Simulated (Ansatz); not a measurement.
# Na2CaBr4: complex band structure

Wanted: the relaxed cell of Na2CaBr4, its band edges and its decay constants. It is built by putting Na for Cs in the Cs2CaBr4 structure of space group I4/mmm, with the volume rescaled by atomic radii. The parent structure comes from the Materials Project.

Method: r2SCAN DFT, plane waves, PAW files, in the first sound run; inputs show where later runs differ, in Ansatz 0.2.0.

The structure was built from a prototype and need not be the compound's stable phase.

### Step 1. Set-up

The structure is tetragonal, space group I4/mmm (No. 139). The conventional cell has a = 5.142 Å, b = 5.142 Å, c = 16.408 Å, α = 90.00°, β = 90.00°, γ = 90.00°. Nearest to Na lie 9 Br at 3.25 to 3.65 Å. Nearest to Ca lie 6 Br at 2.57 to 2.62 Å. Br has 1 Ca at 2.62 Å and 5 Na at 3.25 to 3.65 Å nearest. Br has 2 Ca at 2.57 Å and 4 Na at 3.47 Å nearest. It derives from Cs2CaBr4. Na for Cs in the Cs2CaBr4 structure of space group I4/mmm. Farther neighbours and most contacts between anions are not listed.

Structure file:

```cif
data_structure
_symmetry_space_group_name_H-M 'P 1'
_symmetry_Int_Tables_number 1
_cell_length_a 8.9738
_cell_length_b 8.9738
_cell_length_c 8.9738
_cell_angle_alpha 146.702
_cell_angle_beta 146.702
_cell_angle_gamma 47.805
_cell_volume 216.92
loop_
_atom_site_label
_atom_site_type_symbol
_atom_site_fract_x
_atom_site_fract_y
_atom_site_fract_z
_atom_site_occupancy
Na1 Na 0.35784 0.35784 0.00000 1
Na2 Na 0.64216 0.64216 0.00000 1
Ca3 Ca 0.00000 0.00000 0.00000 1
Br4 Br 0.15968 0.15968 0.00000 1
Br5 Br 0.84032 0.84032 0.00000 1
Br6 Br 0.50000 0.00000 0.50000 1
Br7 Br 0.00000 0.50000 0.50000 1
```

### Step 2. Cell and atoms at rest

The substituted atoms don't fit the parent's cell, so cell and atoms relax together. A small smearing keeps the run stable in case the gap closes on the way.

input.yaml

```yaml
crystal:
  lattice:
    - [-2.5710213291, 2.5710213291, 8.2041626038]
    - [2.5710213291, -2.5710213291, 8.2041626038]
    - [2.5710213291, 2.5710213291, -8.2041626038]
  atoms:
    - { symbol: Na, position: [0.3578366, 0.3578366, 0.0] }
    - { symbol: Na, position: [0.6421634, 0.6421634, 0.0] }
    - { symbol: Ca, position: [0.0, 0.0, 0.0] }
    - { symbol: Br, position: [0.15967975, 0.15967975, 0.0] }
    - { symbol: Br, position: [0.84032025, 0.84032025, 0.0] }
    - { symbol: Br, position: [0.5, 0.0, 0.5] }
    - { symbol: Br, position: [0.0, 0.5, 0.5] }
kpoints:
  mp_grid: { grid: [6, 6, 6] }
scf:
  occupations: { method: gaussian, width: 0.03 }
hamiltonian:
  xc: r2scan
output:
  forces: true
  stress: true
relax:
  f_tol: 0.02
  max_steps: 60
  cell: {}
```

Started as:

```console
> ansatz run input.yaml --threads 2 --pin off --max-ram 4096MiB --backend cpu --events-out ev --progress --plain --runs-dir out
```

Numbers of over 12 decimals in the logs are rounded to 6 here.

The log of the run:

```text
basis.fft_grid_basis auto: the FFT boxes are laid along the combinations [[1, 0, 1], [0, 1, 1], [0, 0, 1]] of the cell's own vectors, 5.142, 5.142 and 8.974 Å long. The dense box has 40×40×72 points. Along the cell's own vectors, as sized, it would have 72×72×72, 3.24 times as many. Of the 16 symmetry operations that the crystal satisfies within crystal.symmetry.tolerance (time reversal apart; of a slab, those that k [...]
Engine: ansatz 0.2.0, x86_64-unknown-linux-gnu
Pseudopotentials: kind: paw
Pseudopotential: Na, paw, valence charge 9, recommended cutoff 500 eV (meta_gga), Na.paw.azcp
Pseudopotential: Ca, paw, valence charge 10, recommended cutoff 500 eV (meta_gga), Ca.paw.azcp
Pseudopotential: Br, paw, valence charge 7, recommended cutoff 500 eV (meta_gga), Br.paw.azcp
Functional definition: r2SCAN
  parameter k0 = 0.174
  parameter k1 = 0.065
  parameter a1 = 4.9479
  exchange = r2scan_x(k0 = k0, k1 = k1, a1 = a1)
  correlation = r2scan_c
Crystal: 7 atoms, lattice volume = 216.923 Å³
Basis set: ecut = 500 eV, 5509 PW (Γ), FFT grids on a1+a3, a2+a3, a3, exchange–correlation on 160×160×288 points (64 copies of the dense FFT grid, shifted against one another)
Bands: 35, of which v1, the nominal top of the filled ones, is band 28 counted from 1 (27 counted from 0)
Symmetry: 16 space group operations
Space group: I4/mmm (ITA 139), of the structure as read, at distance tolerance 6.0e-5 Å
k-points: 30 of 216
Non-local potential: Na, projectors of the file, l = 0: 3, l = 1: 2, l = 2: 1
Non-local potential: Ca, projectors of the file, l = 0: 3, l = 1: 2, l = 2: 2
Non-local potential: Br, projectors of the file, l = 0: 2, l = 1: 2, l = 2: 2
PAW form: soft (Blöchl's): semilocal exchange-correlation on the pseudo side does not see the compensation charge
PAW frozen core: Na, regenerated for the run's functional (the file was generated under x = pbe(κ = 0.804, μ = 0.219515), c = pbe(β = 0.066725))
PAW frozen core: Ca, regenerated for the run's functional (the file was generated under x = pbe(κ = 0.804, μ = 0.219515), c = pbe(β = 0.066725))
PAW frozen core: Br, regenerated for the run's functional (the file was generated under x = pbe(κ = 0.804, μ = 0.219515), c = pbe(β = 0.066725))
PAW one-centre angular grid: Na, 302 points (default); XC on 339 of its mesh's 2595 points in the sphere
PAW one-centre angular grid: Ca, 302 points (default); XC on 160 Gauss nodes
PAW one-centre angular grid: Br, 302 points (default); XC on 160 Gauss nodes
Initial density: superposition of atomic densities (neutral atoms: chi_scale 0, normalization atom), corrected by the library's trained network
Initial wavefunctions: pseudopotential atomic-orbital guess
Functional: x = r2scan, c = r2scan; τ floored in thin density (d = 2e-4 eV/Å³)
SCF iter   1: F=—  HF=-15982.072021 eV  |F-HF|=—  |Δ(HF+E_count)|=         —  Δρ=4.79e-3  dr2=4.33e-2  dr2_τ=2.80e-2  ethr=1.77e-3  ⟨swp⟩=10.9  Hψ=5891  notcnv=0  defer=2
preconditioner: auto → Resta (q_TF=auto, 2.177 Å⁻¹)  ε∞=2.6  [insulator: Δε(μ)=4.087 eV  Ē_g=11.160 eV  σ=0.030 eV  W_gap=1.00  n_scr=32 (ndim 8)  ℏωp=14.3 eV  f_vac=0.126  D(μ)=0.00/eV (n_scr^D=0)  ε∞_Penn≈2.6]
SCF iter   2: F=—  HF=-15982.161241 eV  |F-HF|=—  |Δ(HF+E_count)|=   8.92e-2  Δρ=1.63e-3  dr2=5.03e-3  dr2_τ=6.93e-4  ethr=7.74e-5  ⟨swp⟩=3.1  Hψ=2416  notcnv=0  defer=49
SCF iter   3: F=—  HF=-15982.161773 eV  |F-HF|=—  |Δ(HF+E_count)|=   5.32e-4  Δρ=4.79e-4  dr2=4.57e-4  dr2_τ=3.36e-5  ethr=8.99e-6  ⟨swp⟩=2.0  Hψ=2002  notcnv=0  defer=19
automatic band count: iteration 3 solves 34 bands in place of 35: the levels show a gap, and the empty bands left out lie too high to hold charge; the band table lists the bands solved (type scf.n_extra_bands for more)
SCF iter   4: F=—  HF=-15982.161980 eV  |F-HF|=—  |Δ(HF+E_count)|=   2.07e-4  Δρ=9.52e-5  dr2=2.32e-5  dr2_τ=2.77e-6  ethr=8.15e-7  ⟨swp⟩=2.0  Hψ=1359  notcnv=0  defer=19
SCF iter   5: F=—  HF=-15982.162007 eV  |F-HF|=—  |Δ(HF+E_count)|=   2.70e-5  Δρ=2.58e-5  dr2=2.29e-6  dr2_τ=7.59e-8  ethr=4.14e-8  ⟨swp⟩=2.0  Hψ=1452  notcnv=0  defer=19
SCF iter   6: F=-15982.162008 eV  HF=-15982.162008 eV  |F-HF|=1.50e-8  |Δ(HF+E_count)|=   7.79e-7  Δρ=4.78e-6  dr2=7.14e-8  dr2_τ=4.57e-9  ethr=1.79e-10  ⟨swp⟩=4.0  Hψ=4657  notcnv=0
SCF 1 converged in 6 iterations: F = -15982.162008 eV  dr2 = 7.14e-8
  greatest PAW one-centre occupation: 1.000 electrons in one spin orbital (limit 2), on the Na atom at site 1 (counted from 0), in its partial waves of l = 0
relax step   1: F+E_penalty+E_count = -15982.16200773 eV  Δ(F+E_penalty+E_count) = +0.000e0 eV  max|allowed force component| = 1.938e0 eV/Å  Δτ_max = 0.0000 Å  P = +5.453 GPa  Ω = 216.923 Å³  (6 SCF iters, dr2 threshold 1.00e-7 eV, accepted)
Crystal: 7 atoms, lattice volume = 233.652 Å³
Basis set: ecut = 500 eV, 5949 PW (Γ), FFT grids on a1+a3, a2+a3, a3, exchange–correlation on 160×160×288 points (64 copies of the dense FFT grid, shifted against one another)
Initial density: handed on by an earlier stage of this run
Initial wavefunctions: those handed on with the density
iter 1 solved again at ethr=3.23e-4 eV; its pass at ethr=3.10e-3 eV (dr2=1.81e-1 eV) is discarded
SCF iter   1: F=—  HF=-15982.627816 eV  |F-HF|=—  |Δ(HF+E_count)|=         —  Δρ=5.78e-3  dr2=1.81e-1  dr2_τ=7.52e-1  ethr=3.23e-4  ⟨swp⟩=1.2  Hψ=6040  notcnv=0
automatic band count: iteration 1 solves 32 bands in place of 35: the levels show a gap, and the empty bands left out lie too high to hold charge; the band table lists the bands solved (type scf.n_extra_bands for more)
preconditioner: auto → Resta (q_TF=auto, 2.150 Å⁻¹)  ε∞=2.8  [insulator: Δε(μ)=3.904 eV  Ē_g=10.282 eV  σ=0.030 eV  W_gap=1.00  n_scr=32 (ndim 8)  ℏωp=13.7 eV  f_vac=0.147  D(μ)=0.00/eV (n_scr^D=0)  ε∞_Penn≈2.8]
SCF iter   2: F=—  HF=-15983.023019 eV  |F-HF|=—  |Δ(HF+E_count)|=   3.95e-1  Δρ=3.02e-3  dr2=3.22e-2  dr2_τ=1.43e-3  ethr=3.23e-4  ⟨swp⟩=3.8  Hψ=1822  notcnv=0
SCF iter   3: F=—  HF=-15983.013364 eV  |F-HF|=—  |Δ(HF+E_count)|=   9.66e-3  Δρ=9.12e-4  dr2=3.03e-3  dr2_τ=1.74e-4  ethr=5.74e-5  ⟨swp⟩=3.6  Hψ=1785  notcnv=0
SCF iter   4: F=—  HF=-15983.013017 eV  |F-HF|=—  |Δ(HF+E_count)|=   3.47e-4  Δρ=2.45e-4  dr2=2.62e-4  dr2_τ=1.88e-5  ethr=5.41e-6  ⟨swp⟩=2.3  Hψ=1565  notcnv=0
SCF iter   5: F=—  HF=-15983.013118 eV  |F-HF|=—  |Δ(HF+E_count)|=   1.01e-4  Δρ=6.58e-5  dr2=1.59e-5  dr2_τ=6.14e-7  ethr=4.67e-7  ⟨swp⟩=2.5  Hψ=1590  notcnv=0
SCF iter   6: F=—  HF=-15983.013130 eV  |F-HF|=—  |Δ(HF+E_count)|=   1.17e-5  Δρ=1.91e-5  dr2=8.72e-7  dr2_τ=4.21e-8  ethr=2.84e-8  ⟨swp⟩=2.0  Hψ=1800  notcnv=0
[...]
SCF iter   2: F=—  HF=-15983.280191 eV  |F-HF|=—  |Δ(HF+E_count)|=   9.79e-2  Δρ=3.12e-3  dr2=2.15e-2  dr2_τ=1.36e-3  ethr=1.80e-4  ⟨swp⟩=3.6  Hψ=2066  notcnv=0
SCF iter   3: F=—  HF=-15983.274328 eV  |F-HF|=—  |Δ(HF+E_count)|=   5.86e-3  Δρ=6.24e-4  dr2=1.04e-3  dr2_τ=1.03e-4  ethr=3.83e-5  ⟨swp⟩=3.2  Hψ=1937  notcnv=0
SCF iter   4: F=—  HF=-15983.274456 eV  |F-HF|=—  |Δ(HF+E_count)|=   1.28e-4  Δρ=2.08e-4  dr2=1.15e-4  dr2_τ=8.92e-6  ethr=1.86e-6  ⟨swp⟩=2.0  Hψ=1652  notcnv=0
SCF iter   5: F=—  HF=-15983.274540 eV  |F-HF|=—  |Δ(HF+E_count)|=   8.37e-5  Δρ=5.22e-5  dr2=7.01e-6  dr2_τ=4.82e-7  ethr=2.05e-7  ⟨swp⟩=2.8  Hψ=1693  notcnv=0
SCF iter   6: F=-15983.274543 eV  HF=-15983.274543 eV  |F-HF|=2.48e-8  |Δ(HF+E_count)|=   2.98e-6  Δρ=1.30e-5  dr2=3.21e-7  dr2_τ=1.64e-8  ethr=1.25e-9  ⟨swp⟩=5.2  Hψ=3970  notcnv=0
SCF 3 converged in 6 iterations: F = -15983.274543 eV  dr2 = 3.21e-7
relax step   3: F+E_penalty+E_count = -15983.27454291 eV  Δ(F+E_penalty+E_count) = -2.614e-1 eV  max|allowed force component| = 6.311e-2 eV/Å  Δτ_max = 0.1196 Å  P = +0.275 GPa  Ω = 240.898 Å³  energy of the carried Pulay correction = -2.994e-3 eV  (6 SCF iters, dr2 threshold 7.00e-7 eV, accepted)
[...]
relax step   4: F+E_penalty+E_count = -15983.32223952 eV  Δ(F+E_penalty+E_count) = -4.770e-2 eV  max|allowed force component| = 2.683e-1 eV/Å  Δτ_max = 0.1100 Å  P = +0.181 GPa  Ω = 239.032 Å³  energy of the carried Pulay correction = -2.773e-3 eV  (6 SCF iters, dr2 threshold 7.00e-7 eV, accepted)
[...]
relax step   5: F+E_penalty+E_count = -15983.33437347 eV  Δ(F+E_penalty+E_count) = -1.213e-2 eV  max|allowed force component| = 7.680e-2 eV/Å  Δτ_max = 0.0856 Å  P = -0.076 GPa  Ω = 240.603 Å³  energy of the carried Pulay correction = -2.959e-3 eV  (6 SCF iters, dr2 threshold 7.00e-7 eV, accepted)
[...]
relax step   6: F+E_penalty+E_count = -15983.33830712 eV  Δ(F+E_penalty+E_count) = -3.934e-3 eV  max|allowed force component| = 1.987e-2 eV/Å  Δτ_max = 0.0399 Å  P = -0.069 GPa  Ω = 242.077 Å³  energy of the carried Pulay correction = -3.134e-3 eV  (6 SCF iters, dr2 threshold 4.12e-7 eV, accepted)
[...]
relax step   7: F+E_penalty+E_count = -15983.33860410 eV  Δ(F+E_penalty+E_count) = -2.970e-4 eV  max|allowed force component| = 8.490e-3 eV/Å  Δτ_max = 0.0004 Å  P = -0.027 GPa  Ω = 241.728 Å³  energy of the carried Pulay correction = -3.093e-3 eV  (5 SCF iters, dr2 threshold 5.95e-8 eV, accepted)
Basis set: ecut = 500 eV, 6179 PW (Γ), FFT grids on a1+a3, a2+a3, a3, exchange–correlation on 180×180×256 points (64 copies of the dense FFT grid, shifted against one another)
Initial wavefunctions: pseudopotential atomic-orbital guess (no wavefunctions were taken with the density)
iter 1 solved again at ethr=1.07e-6 eV; its pass at ethr=3.10e-3 eV (dr2=5.98e-4 eV) is discarded
SCF iter   1: F=—  HF=-15983.326989 eV  |F-HF|=—  |Δ(HF+E_count)|=         —  Δρ=3.81e-4  dr2=3.72e-5  dr2_τ=3.58e-5  ethr=1.07e-6  ⟨swp⟩=3.0  Hψ=8775  notcnv=0
preconditioner: auto → Resta (q_TF=auto, 2.138 Å⁻¹)  ε∞=2.6  [insulator: Δε(μ)=3.870 eV  Ē_g=10.589 eV  σ=0.030 eV  W_gap=1.00  n_scr=32 (ndim 8)  ℏωp=13.5 eV  f_vac=0.142  D(μ)=0.00/eV (n_scr^D=0)  ε∞_Penn≈2.6]
SCF iter   2: F=—  HF=-15983.342572 eV  |F-HF|=—  |Δ(HF+E_count)|=   1.56e-2  Δρ=1.92e-4  dr2=6.66e-6  dr2_τ=1.12e-4  ethr=6.65e-8  ⟨swp⟩=3.0  Hψ=2336  notcnv=0
SCF iter   3: F=—  HF=-15983.342841 eV  |F-HF|=—  |Δ(HF+E_count)|=   2.69e-4  Δρ=1.05e-4  dr2=2.57e-6  dr2_τ=3.34e-5  ethr=1.19e-8  ⟨swp⟩=2.0  Hψ=1906  notcnv=0
SCF iter   4: F=—  HF=-15983.342745 eV  |F-HF|=—  |Δ(HF+E_count)|=   9.64e-5  Δρ=9.88e-6  dr2=1.74e-7  dr2_τ=1.89e-7  ethr=4.58e-9  ⟨swp⟩=2.0  Hψ=1890  notcnv=0
SCF iter   5: F=—  HF=-15983.342745 eV  |F-HF|=—  |Δ(HF+E_count)|=   1.85e-7  Δρ=2.13e-6  dr2=3.43e-8  dr2_τ=7.20e-10  ethr=3.10e-10  ⟨swp⟩=2.0  Hψ=1800  notcnv=0
SCF iter   6: F=—  HF=-15983.342745 eV  |F-HF|=—  |Δ(HF+E_count)|=   1.15e-9  Δρ=8.66e-7  dr2=6.10e-9  dr2_τ=1.39e-10  ethr=6.13e-11  ⟨swp⟩=3.0  Hψ=1860  notcnv=0
SCF iter   7: F=—  HF=-15983.342745 eV  |F-HF|=—  |Δ(HF+E_count)|=  7.46e-10  Δρ=2.64e-7  dr2=4.34e-10  dr2_τ=1.52e-11  ethr=1.09e-11  ⟨swp⟩=2.0  Hψ=1385  notcnv=0
SCF iter   8: F=-15983.342745 eV  HF=-15983.342745 eV  |F-HF|=1.82e-11  |Δ(HF+E_count)|=  6.91e-11  Δρ=6.45e-8  dr2=2.84e-11  dr2_τ=6.96e-13  ethr=1.00e-12  ⟨swp⟩=5.0  Hψ=3693  notcnv=0
SCF 8 converged in 8 iterations: F = -15983.342745 eV  dr2 = 2.84e-11
relax step   8: F+E_penalty+E_count = -15983.34274462 eV  Δ(F+E_penalty+E_count) = -4.141e-3 eV  max|allowed force component| = 8.539e-3 eV/Å  Δτ_max = 0.0000 Å  P = -0.027 GPa  Ω = 241.728 Å³  stress off target by 3.77e-2 GPa  SCF on the basis re-selected at this cell (its energy is not comparable with the rows above)  (8 SCF iters)
basis re-selected at this cell: Δ(F+E_penalty+E_count) = -4.141e-3 eV, ΔP = +0.001 GPa vs the last step (what re-selecting the basis moved, of the pressure what is left beyond the Pulay correction that the steps carried, after the strain that the cell walked since its last selection, with what the two solves' SCF thresholds leave and, on support functions, any second-order correction that the steps lacked; it is no measure of the basis error at this ecutwfc). The dense FFT grid was sized anew with the basis: this SCF ran on 45×45×64 points, the steps before it on 40×40×72, so part of this shift can come from that change (see relax.cell in the input reference). [rest of the remark cut]
SCF converged after 8 iterations
Free energy (F): -15983.342745 eV
Harris-Foulkes:  -15983.342745 eV  (|F-HF|=1.82e-11)
Internal energy: -15983.342745 eV  (E = F + TS)
E sigma→0 (E₀):  -15983.342745 eV
Fermi energy:    2.658646 eV
--- Per-component energies (eV) ---
  E_band       = -804.274303
  E_kinetic    = 1058.181234
  E_local      = -4954.766883  (includes V_loc(G=0)·N_el)
  E_nonlocal   = 574.323779
  E_hartree    = 1724.613149
  E_xc         = -1216.134129
  E_vxc        = -767.446716  (∫ρ·V_xc dr)
  E_paw        = -10479.961039  (= ΣΔE_a)
  E_vpaw       = -209.789946  (= ΣTr[D̂ρ^β])
  E_aug_tail   = -0.000002  (compensation charges beyond the density's cutoff)
  E_vtau       = 45.997772  (kinetic-family band-sum trace: ∫τ·v_τ [+ j·A + Jᵃ·Aᵃ] dr)
  E_ewald      = -2688.692880
  E_core_change = -0.905975  (= ΣΔE_core)
  E_smearing   = -0.000000  (= −TS)
  E_closure    = 0.000000  (closes the sum)
  Σ components = -15983.342745   (vs F -15983.342745, Δ=0.00e0)
--- Forces (eV/Å), atoms counted from 1 ---
  atom   1  Na     0.00000000     0.00000000     0.00075561
  atom   2  Na    -0.00000000    -0.00000000    -0.00075561
  atom   3  Ca     0.00000000     0.00000000     0.00000000
  atom   4  Br     0.00000000    -0.00000000    -0.00853863
  atom   5  Br    -0.00000000    -0.00000000     0.00853863
  atom   6  Br     0.00000000     0.00000000    -0.00000000
  atom   7  Br     0.00000000    -0.00000000    -0.00000000
  max |Σ_I F_I| component: 5.83e-19 eV/Å
--- Stress (GPa, compression-positive) ---
       -0.021263      -0.000000       0.000000
       -0.000000      -0.021263      -0.000000
        0.000000      -0.000000      -0.037731
  P = ⅓ Tr σ = -0.0268 GPa (-0.268 kbar)
--- Relaxed structure (7 steps of the walk, 7 accepted, 1 SCFs on fresh bases) ---
  F+E_penalty+E_count = -15983.34274462 eV   max|allowed force component| = 8.539e-3 eV/Å   (the final SCF, on the basis selected at the relaxed cell)
  cell:  # Å, volume = 241.7277 Å³
    - [-2.811961, 2.811961, 7.642717]
    - [2.811961, -2.811961, 7.642717]
    - [2.811961, 2.811961, -7.642717]
  atoms:
    - { symbol: Na, position: [0.363610, 0.363610, 0] }
    - { symbol: Na, position: [0.636390, 0.636390, 0] }
    - { symbol: Ca, position: [0, 0, 0] }
    - { symbol: Br, position: [0.183802, 0.183802, 0] }
    - { symbol: Br, position: [0.816198, 0.816198, 0] }
    - { symbol: Br, position: [0.5, 0, 0.5] }
    - { symbol: Br, position: [0, 0.5, 0.5] }
```

The job ended after 30 s (2 threads of AMD EPYC 9R45, shared host; peak memory 1.2 GiB).

Relaxation path:

```tsv
step	energy less that of the first step (eV)	largest force component (eV/Å)	pressure (GPa)	volume (Å³)
1	0.0000	1.9385	5.45	216.92
2	-0.8511	0.4641	1.44	233.65
3	-1.1125	0.0631	0.28	240.90
4	-1.1602	0.2683	0.18	239.03
5	-1.1724	0.0768	-0.08	240.60
6	-1.1763	0.0199	-0.07	242.08
7	-1.1766	0.0085	-0.03	241.73
8*	-1.1807	0.0085	-0.03	241.73
```

Relaxation steps marked * repeat the geometry before them on a plane-wave basis chosen anew for their cell, so energy and pressure can jump there.

Forces are held to the 16 operations that the run works with; a distortion that breaks them can't arise in this run.

```tsv
conventional cell, symmetrised	before	after	change
a (Å)	5.142	5.624	+9.4 %
b (Å)	5.142	5.624	+9.4 %
c (Å)	16.408	15.285	-6.8 %
volume (Å³/atom)	30.99	34.53	+11.4 %
```

The atoms that moved most (Å, as changes of fractional coordinates times the final cell):

```tsv
atom	dx	dy	dz	length
Br4	0.000	0.000	0.369	0.369
Br5	0.000	0.000	-0.369	0.369
Na1	0.000	0.000	0.088	0.088
Na2	0.000	0.000	-0.088	0.088
```

This step gave:

```
free energy  : -15983.3427 eV
Fermi energy : 2.659 eV
pressure     : -0.02675 GPa
```

The largest force component on a free atom ends at 0.0085 eV/Å.

[end of part 1 of 3]

[Logs are printed without paths, hosts, clocks, repeated set-up lines and the standing remarks that a program may print on its own settings, such as how far it seeks lower states.]

[Hosts, paths, dates, database ids (printed as entryN), source tags and the programs' standing remarks are cut or masked in the printed files.]
